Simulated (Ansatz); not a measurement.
# Sr2Rh (Fm-3m): Grüneisen parameters, part 2 of 2

Wanted: mode Grüneisen parameters of Sr2Rh (Fm-3m).

Ansatz 0.2.0; DFT PBEsol, scalar-relativistic, plane waves, PAW; PAW set soft_1.

So far, highest frequency on the path or at a solved wavevector (cm⁻¹): step 2 (response at finite wavevector) 150; step 4 (phonons at the other volume, volume ratio 0.97) 155.

### 5. Relaxing at another volume, volume ratio 1.03

The volume is scaled by 1.03 and held; symmetry leaves nothing to relax, so this is a single point. The modes can then be followed against volume.

input.yaml reads:

```yaml
crystal:
  lattice:
    - [0.0, 3.6328004015, 3.6328004015]
    - [3.6328004015, 0.0, 3.6328004015]
    - [3.6328004015, 3.6328004015, 0.0]
  atoms:
    - { symbol: Sr, position: [0.75, 0.75, 0.75] }
    - { symbol: Sr, position: [0.25, 0.25, 0.25] }
    - { symbol: Rh, position: [0.0, 0.0, 0.0] }
kpoints:
  mp_grid: { grid: [12, 12, 12] }
hamiltonian:
  xc: pbesol
  pseudopotentials: { kind: paw, azcp: { folder: soft_1 }, xc_functional: pbe }
scf:
  occupations: { method: methfessel_paxton, width: 0.2 }
output:
  forces: true
  stress: true
  eigenvalues: true
  write_density: true
  write_potential: true
  elf: true
  volumetric_format: npy
```

Started as:

```bash
> ansatz run input.yaml --threads 4 --pin off --max-ram 10240MiB --backend cpu --events-out ev --progress --plain --runs-dir out
```

Numbers of over 12 decimals in the logs are rounded to 6 here.

What it wrote:

```text
[...]
Crystal: 3 atoms, lattice volume = 95.886 Å³
Basis set: ecut = 420 eV, 1893 PW (Γ), exchange–correlation on 72×72×72 points (8 copies of the dense FFT grid, shifted against one another)
Bands: 23, of which v1, the nominal top of the filled ones, is band 19 counted from 1 (18 counted from 0)
Symmetry: 48 space group operations
[...]
k-points: 72 of 1728
[...]
P = ⅓ Tr σ = -0.9671 GPa (-9.671 kbar)
--- Band table (eV; the first three rows and the last of 72) ---
  k-point 0: bands = [... 15 lower, 7.5263, 7.5263, 7.5263, 9.2443, 9.2443, 9.2443, 11.3016, 11.3016]
  k-point 1: bands = [... 15 lower, 7.4978, 7.5169, 7.5169, 9.1761, 9.3064, 9.3064, 11.3132, 11.3132]
  k-point 2: bands = [... 15 lower, 7.4292, 7.4922, 7.4922, 8.9932, 9.4836, 9.4836, 11.3552, 11.3552]
  k-point 71: bands = [... 15 lower, 7.3016, 7.4081, 7.5868, 9.1646, 9.1646, 9.9339, 11.4828, 11.5546]
[key lines of the parts left out:]
SCF converged after 10 iterations
Free energy (F): -13323.421838 eV
Fermi energy:    8.567019 eV
```

It took 2.9 s on 4 threads of Arm Neoverse V2, shared host; peak memory 0.45 GiB; 11 s of CPU time.

This step gave:

| Property | Result |
| --- | --- |
| pressure | -0.9671 GPa |
| volume per atom | 31.96 Å³ |

The run ends at a pressure of -0.97 GPa.

### 6. Phonons at the other volume, volume ratio 1.03

The phonons are repeated at this volume on the same k and q meshes.

input.yaml, the sections that differ from step 5:

```yaml
output:
  eigenvalues: true
phonons:
  method: dfpt
  qmesh: [4, 4, 4]
  temperatures: { t_max: 1000, t_step: 50 }
  qpath:
    path:
      - [[0.0, 0.0, 0.0], [0.5, 0.0, 0.5], [0.625, 0.25, 0.625]]
      - [[0.375, 0.375, 0.75], [0.0, 0.0, 0.0], [0.5, 0.5, 0.5], [0.5, 0.25, 0.75], [0.5, 0.0, 0.5]]
    npoints: 10
# crystal, kpoints, hamiltonian, scf: as in step 5
```

What it wrote:

```text
[...]
Crystal: 3 atoms, lattice volume = 95.886 Å³
Basis set: ecut = 420 eV, 1893 PW (Γ), exchange–correlation on 72×72×72 points (8 copies of the dense FFT grid, shifted against one another)
Bands: 23, of which v1, the nominal top of the filled ones, is band 19 counted from 1 (18 counted from 0)
Symmetry: 48 space group operations
k-points: 72 of 1728
[...]
k-point 71: bands = [... 15 lower, 7.3017, 7.4081, 7.5869, 9.1646, 9.1646, 9.9339, 11.4828, 11.5545]
[...]
ASR residual: 6.677e-5 → 0.000e0 eV/Å²; symmetrization residual: 1.330e-5 eV/Å²
  ASR residual per site (eV/Å²): 2.87e-5 2.87e-5 6.68e-5
  Γ frequencies (cm⁻¹): 0.00 0.00 0.00 96.83 96.83 96.83 123.40 123.40 123.40
--- Phonons (arbitrary-q DFPT): 8 irreducible q on the 4×4×4 mesh ---
[...]
interpolated dispersion: 62 rows × 9 modes
[...]
[key lines of the parts left out:]
SCF converged after 13 iterations
Free energy (F): -13323.421838 eV
Fermi energy:    8.567032 eV
```

It took 13 min on 4 threads; peak memory 6.2 GiB.

Numbers from this step:

- sum-rule residual before enforcement: 6.68e-5 eV/Å²
- lowest frequency on the path: -30.82 cm⁻¹
- highest frequency on the path or at a solved wavevector: 145.3 cm⁻¹
- highest optical mode at the zone centre (no LO-TO term): 123.4 cm⁻¹
- lowest optical zone-centre mode: 96.83 cm⁻¹
- lowest mode on the q mesh (acoustic modes at Γ apart): -30.82 cm⁻¹

Frequencies (cm⁻¹) solved at each irreducible wavevector; negative means imaginary. Frequencies by wavevector, by row:

```csv
q in reciprocal lattice units,star,mode 1,mode 2,mode 3,mode 4,mode 5,mode 6,mode 7,mode 8,mode 9
0 0 0,1,0,0,0,96.8,96.8,96.8,123.4,123.4,123.4
0 0 0.25,8,41.8,41.8,51.9,94.9,94.9,99.5,114.6,115.3,115.3
0 0 -0.5,4,61.2,61.2,82.5,98.3,98.3,101,101,101.2,103.8
0 0.25 0.25,6,22.2,22.2,75,85.7,87.6,87.6,116.7,124.2,124.2
0 0.25 -0.5,24,44.2,52.7,53.6,78.8,81.6,92.6,116.1,118.9,134.8
0 0.25 -0.25,12,21.3,63.7,80.6,86.6,87.1,91.2,105.6,106.5,134.2
0 -0.5 -0.5,3,-30.8,39.9,39.9,74.3,74.3,97.6,125.5,125.5,141.8
0.25 -0.5 -0.25,6,19.3,21.9,72.4,87.8,87.8,92.3,92.3,124.7,145.2
```

The highest optical mode at the zone centre (no LO-TO term) is 123.4 cm⁻¹, -2.5 cm⁻¹ against the base run.

### 7. Grüneisen parameters

The Grüneisen parameter of a mode is minus the logarithmic change of its frequency with volume, −d ln ω / d ln V; weighted by heat capacity it gives the expansion.

This step gave:

- bulk modulus: 34.8 GPa

The phonon branches at the labelled points (cm⁻¹):

```csv
point,branch 1,branch 2,branch 3,branch 4,branch 5,branch 6,branch 7,branch 8,branch 9
Γ,0,0,0,102,102,102,126,126,126
halfway,24,24,77,88,92,92,122,128,128
X,-29,44,44,77,77,100,130,130,146
halfway,-25,48,49,76,80,99,127,128,147
U,-11,58,63,74,85,97,121,124,147
jump to K,-11,58,63,74,85,97,121,124,147
halfway,22,56,70,93,105,106,107,107,133
Γ,0,0,0,102,102,102,126,126,126
halfway,42,42,55,100,100,103,118,118,118
L,62,62,88,102,104,104,104,104,108
halfway,50,56,70,84,96,99,100,124,138
W,26,26,75,89,89,98,98,130,150
halfway,-20,40,62,76,82,98,121,130,148
X,-29,44,44,77,77,100,130,130,146
```

The same for volume x 0.97:

```csv
point,branch 1,branch 2,branch 3,branch 4,branch 5,branch 6,branch 7,branch 8,branch 9
Γ,0,0,0,107,107,107,128,128,128
X,-27,48,48,80,80,102,135,135,151
U,10,62,66,76,87,100,126,129,152
K,10,62,66,76,87,100,126,129,152
Γ,0,0,0,107,107,107,128,128,128
L,62,62,94,103,107,107,110,110,113
W,30,31,76,90,90,103,103,135,155
X,-27,48,48,80,80,102,135,135,151
```

The same for volume x 1.03:

```csv
point,branch 1,branch 2,branch 3,branch 4,branch 5,branch 6,branch 7,branch 8,branch 9
Γ,0,0,0,97,97,97,123,123,123
X,-31,40,40,74,74,98,125,125,142
U,-17,55,60,72,82,94,116,119,142
K,-17,55,60,72,82,94,116,119,142
Γ,0,0,0,97,97,97,123,123,123
L,61,61,82,98,98,101,101,101,104
W,19,22,72,88,88,92,92,125,145
X,-31,40,40,74,74,98,125,125,142
```

The first set of phonon branches as a text plot (rows in cm⁻¹):

```
    151 |              ****                              ******
    143 |         *****    ****                        **      **
    135 |        *             **                    **
    128 |******************      *********          *  **********
    120 |  *   *         ****     ***     ****     ****      *
    112 |   ***             **** *           *******        *
    104 |*** **                 **********************     *
     97 |  ****   **********   * ****       ***   ***************
     89 |      ***         ******               *****  ******
     81 |        **** ***** *  *               *   * **      ****
     73 |      **    ********   *             *     ** **********
     66 |    **           *****              *     ** *      *
     58 |                **    ***          *  ********       *
     50 |   *    *     **        *           **       **       *
     43 |           ***           **       **          **     ***
     35 |  *     ***              ***     **            *   **
     27 |      ** **         ***    *     *              ***
     19 | *  **             *   **   *   *                 *
     12 |  **              *      ****  *
      4 | *                          *
     -4 |*                            **                    *
    -11 |                **                                  *
    -19 |           *   *
    -27 |            ***                                      ***
         Γ           X  U|K            Γ         L        W     X
```

### 8. Results

| Item | Value |
| --- | --- |
| bulk modulus | 34.8 GPa |

What this shows: No expansion is given, because modes are imaginary at one volume or more. The highest optical mode at Γ goes from 129 to 123 cm⁻¹ as the cell grows, a Grüneisen parameter of 0.68. Branches are matched by rank, so values near crossings are rough. With no gap, or one that is small against the smearing, the frequencies hang on the k mesh and the smearing, most of all near Kohn anomalies. The phonon runs are without spin polarisation, although the cell has an odd electron count. The PAW files were made for PBE and serve the other functionals too.

[Logs are printed without paths, hosts, clocks, repeated set-up lines and the standing remarks that a program may print on its own settings, such as how far it seeks lower states.]

[Hosts, paths, dates, database ids (printed as entryN), source tags and the programs' standing remarks are cut or masked in the printed files.]
